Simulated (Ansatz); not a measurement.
# KTaO3 (Pm-3m): lattice thermal conductivity, part 3 of 3

Wanted: κ(T), lifetimes and mean free paths for KTaO3.

Experimental results on record:
- thermal conductivity 17 W/m/K near room temperature (given in “Glass-like thermal conductivity and narrow insulating gap of EuTiO3”, 2023, arxiv:2307.02058)

Ansatz 0.2.0; DFT LDA, scalar-relativistic, plane waves, PAW.

So far, gap on the k-mesh (eV): step 2 (probe on a coarse mesh) 2.05; step 3 (relaxation) 2.13; step 4 (relaxing to small residual forces and stress) 2.17. The relaxed cell has a = 3.952 Å (conventional setting).

### 5. Anharmonic force constants and conductivity (continued)

300 K; a sample spread over frequency. Mode lifetimes, by row, the first 40 of 90 rows:

| q1 | q2 | q3 | branch | frequency (THz) | rms speed (km/s) | three-phonon rate (1/ps) | isotope rate (1/ps) | lifetime (ps) | mean free path (nm) |
| --- | --- | --- | --- | --- | --- | --- | --- | --- | --- |
| 0 | 0 | 0.0769 | 1 | 0.65 | 2.78 | 0.022 | 2.71e-8 | 45.4 | 126 |
| 0 | 0 | 0.0769 | 3 | 1.545 | 7.69 | 0.113 | 3.54e-6 | 8.88 | 68.3 |
| 0.0769 | 0.0769 | 0.1538 | 2 | 1.859 | 3.94 | 0.275 | 7.25e-6 | 3.64 | 14.4 |
| 0 | 0.4615 | 0.4615 | 1 | 1.943 | 0.03 | 0.224 | 3.87e-8 | 4.47 | 0.113 |
| 0.0769 | 0.0769 | 0.3846 | 2 | 2.404 | 3.54 | 0.27 | 6.81e-6 | 3.71 | 13.1 |
| 0 | 0 | 0 | 5 | 2.558 | 0 | 3.79 | 6.26e-6 | 0.264 | 0 |
| 0.0769 | 0.1538 | 0.3077 | 2 | 3.097 | 4.2 | 0.409 | 7.14e-5 | 2.45 | 10.3 |
| 0.1538 | 0.1538 | 0.3846 | 2 | 3.403 | 3.48 | 0.359 | 1.32e-4 | 2.79 | 9.71 |
| 0.0769 | 0.0769 | 0.0769 | 4 | 3.684 | 5.71 | 3.05 | 1.08e-4 | 0.327 | 1.87 |
| 0.0769 | 0.3077 | 0.3077 | 2 | 4.008 | 1.83 | 0.366 | 9.71e-4 | 2.72 | 4.99 |
| 0 | 0.0769 | 0.2308 | 3 | 4.184 | 4.92 | 0.536 | 8.28e-4 | 1.86 | 9.17 |
| 0.2308 | 0.3077 | 0.3077 | 2 | 4.309 | 1.86 | 0.365 | 0.00217 | 2.73 | 5.06 |
| 0.1538 | 0.3846 | 0.3846 | 2 | 4.442 | 0.76 | 0.303 | 0.00567 | 3.24 | 2.46 |
| 0.2308 | 0.3077 | 0.3846 | 2 | 4.539 | 1.85 | 0.364 | 0.00401 | 2.72 | 5.03 |
| 0.2308 | 0.3077 | 0.3077 | 3 | 4.599 | 0.43 | 0.295 | 0.0217 | 3.16 | 1.34 |
| 0.3077 | 0.3077 | 0.3846 | 1 | 4.647 | 1.04 | 0.307 | 0.0212 | 3.04 | 3.16 |
| 0 | 0.0769 | 0.2308 | 5 | 4.686 | 3.82 | 1.15 | 0.0185 | 0.854 | 3.27 |
| 0.2308 | 0.3846 | 0.4615 | 2 | 4.721 | 1.94 | 0.269 | 0.0209 | 3.45 | 6.68 |
| 0.3077 | 0.3077 | 0.3846 | 3 | 4.789 | 1.46 | 0.339 | 0.0111 | 2.85 | 4.18 |
| 0 | 0.0769 | 0.3846 | 4 | 4.852 | 0.43 | 0.3 | 0.0175 | 3.15 | 1.35 |
| 0 | 0.0769 | 0.4615 | 4 | 4.885 | 0.07 | 0.234 | 0.046 | 3.57 | 0.259 |
| 0.2308 | 0.3077 | 0.4615 | 3 | 4.917 | 2.16 | 0.387 | 0.023 | 2.44 | 5.27 |
| 0.0769 | 0.3077 | 0.3846 | 4 | 4.981 | 0.83 | 0.217 | 0.0281 | 4.08 | 3.37 |
| 0.0769 | 0.1538 | 0.1538 | 5 | 5.05 | 0.49 | 0.291 | 0.0209 | 3.2 | 1.56 |
| 0.0769 | 0.0769 | 0.3077 | 5 | 5.131 | 2.76 | 0.293 | 0.0169 | 3.23 | 8.92 |
| 0.3846 | 0.4615 | 0.4615 | 4 | 5.206 | 0.81 | 0.144 | 0.0221 | 6.02 | 4.86 |
| 0.1538 | 0.3077 | 0.3077 | 4 | 5.279 | 1.62 | 0.192 | 0.017 | 4.78 | 7.75 |
| 0.2308 | 0.2308 | 0.3846 | 4 | 5.342 | 1.63 | 0.25 | 0.01 | 3.85 | 6.27 |
| 0 | 0 | 0 | 9 | 5.418 | 0 | 0.186 | 0.00839 | 5.13 | 0 |
| 0.0769 | 0.3077 | 0.4615 | 5 | 5.462 | 3.4 | 0.404 | 0.00314 | 2.46 | 8.34 |
| 0.3077 | 0.3077 | 0.3846 | 6 | 5.548 | 1.84 | 0.342 | 0.00539 | 2.88 | 5.29 |
| 0.0769 | 0.0769 | 0.3077 | 6 | 5.63 | 1.65 | 1.28 | 0.00368 | 0.78 | 1.29 |
| 0.2308 | 0.2308 | 0.2308 | 5 | 5.72 | 1.74 | 0.422 | 0.00958 | 2.32 | 4.02 |
| 0 | 0.1538 | 0.2308 | 6 | 5.819 | 1.89 | 0.231 | 0.00979 | 4.16 | 7.86 |
| 0 | 0.1538 | 0.2308 | 7 | 5.966 | 3.92 | 0.946 | 0.0034 | 1.05 | 4.13 |
| 0 | 0.0769 | 0.3077 | 8 | 6.013 | 1.55 | 0.366 | 0.00629 | 2.68 | 4.16 |
| 0.1538 | 0.2308 | 0.3846 | 6 | 6.094 | 1.53 | 0.43 | 0.00323 | 2.31 | 3.54 |
| 0 | 0.1538 | 0.2308 | 8 | 6.189 | 4.54 | 2.42 | 0.0023 | 0.412 | 1.87 |
| 0.2308 | 0.3077 | 0.4615 | 7 | 6.331 | 2.03 | 0.561 | 0.00244 | 1.77 | 3.61 |
| 0 | 0.0769 | 0.4615 | 8 | 6.44 | 0.56 | 0.381 | 0.00114 | 2.62 | 1.46 |

Without the LO-TO term. Gamma linewidths, by row:

| branch | frequency (cm⁻¹) | three-phonon rate (1/ps) | isotope rate (1/ps) | FWHM (cm⁻¹) |
| --- | --- | --- | --- | --- |
| 4 | 85.3 | 3.79 | 6.26e-6 | 20.1 |
| 5 | 85.3 | 3.79 | 6.26e-6 | 20.1 |
| 6 | 85.3 | 3.79 | 6.26e-6 | 20.1 |
| 7 | 180.7 | 0.186 | 0.00839 | 1.03 |
| 8 | 180.7 | 0.186 | 0.00839 | 1.03 |
| 9 | 180.7 | 0.186 | 0.00839 | 1.03 |
| 10 | 244.6 | 0.795 | 0.00223 | 4.23 |
| 11 | 244.6 | 0.795 | 0.00223 | 4.23 |
| 12 | 244.6 | 0.795 | 0.00223 | 4.23 |
| 13 | 553.1 | 1.17 | 0.0174 | 6.3 |
| 14 | 553.1 | 1.17 | 0.0174 | 6.3 |
| 15 | 553.1 | 1.17 | 0.0174 | 6.3 |

W/m/K, third of the trace; RTA populations with a boundary rate v/L added to each mode (Matthiessen's rule). Kappa by grain size, by row:

| T (K) | bulk | 10 nm | 30 nm | 100 nm | 300 nm | 1000 nm | 10000 nm | 100000 nm |
| --- | --- | --- | --- | --- | --- | --- | --- | --- |
| 100 | 29.33 | 6.437 | 12.45 | 19.88 | 24.82 | 27.64 | 29.13 | 29.31 |
| 300 | 11.03 | 6.235 | 8.51 | 10.01 | 10.64 | 10.9 | 11.02 | 11.03 |
| 600 | 5.822 | 4.196 | 5.075 | 5.55 | 5.723 | 5.791 | 5.818 | 5.821 |

W/m/K, third of the trace; RTA populations with the isotope rates scaled. Kappa by mass disorder, by row:

| T (K) | no isotopes | as typed | variance x 3 | variance x 10 | variance x 30 |
| --- | --- | --- | --- | --- | --- |
| 100 | 30.06 | 29.33 | 28.42 | 26.78 | 24.75 |
| 300 | 11.11 | 11.03 | 10.89 | 10.52 | 9.91 |
| 600 | 5.848 | 5.822 | 5.773 | 5.635 | 5.374 |

At 300 K the relaxation-time value is 11.6 W/(m K).

### 6. Summary of results

```json
{
  "highest frequency": "960.1 cm⁻¹",
  "Debye temperature from the second moment": "708 K",
  "κ at 300 K (relaxation time)": "11.61 W/m/K",
  "κ at 300 K (full solution)": "13.66 W/m/K",
  "mean free path at half of κ": "7.58 nm",
  "share of κ above the three lowest branches": "0.496"
}
```

In words: The lattice of KTaO3 conducts 13.7 W/(m K) at 300 K by LDA (mean over directions, full solution). The full solution lies +18 % from the relaxation-time value at 300 K, a sign that momentum-conserving scattering matters. Above 300 K the relaxation-time κ falls as T^-0.83; the coherence part, which does not fall like the populations, is one cause of the flatter curve. Grains of 100 nm would keep 91 % of the bulk value at 300 K, and grains of 1 µm 99 %. Removing the natural isotope disorder raises κ at 300 K by 1 %. A measured thermal conductivity near room temperature is 17 W/m/K (arxiv:2307.02058); the calculated 13.7 W/m/K differs by -20 %. Missing scattering can't explain a value that is too low; the supercell, the cutoff, the meshes, the functional and the use of 0 K frequencies can. The sum rules changed one orbit of cubic constants by up to 49 %; by the manual a large change points to a short cutoff or, on a small and distant orbit, to noisy forces. The conductivities include the coherence part between close branches; the shares for grains, isotopes, branches and paths are of the relaxation-time populations alone. Cubic couplings among atoms farther apart than the pair cutoff are dropped, and neither the cutoff nor the q-mesh was shown to be converged here. The PAW files were made for PBE and are used here under another functional, for which the program regenerates the frozen cores.

[Logs are printed without paths, hosts, clocks, repeated set-up lines and the standing remarks that a program may print on its own settings, such as how far it seeks lower states.]

[Hosts, paths, dates, database ids (printed as entryN), source tags and the programs' standing remarks are cut or masked in the printed files.]

[A step with changed settings may run another functional than the one named; its input shows which.]
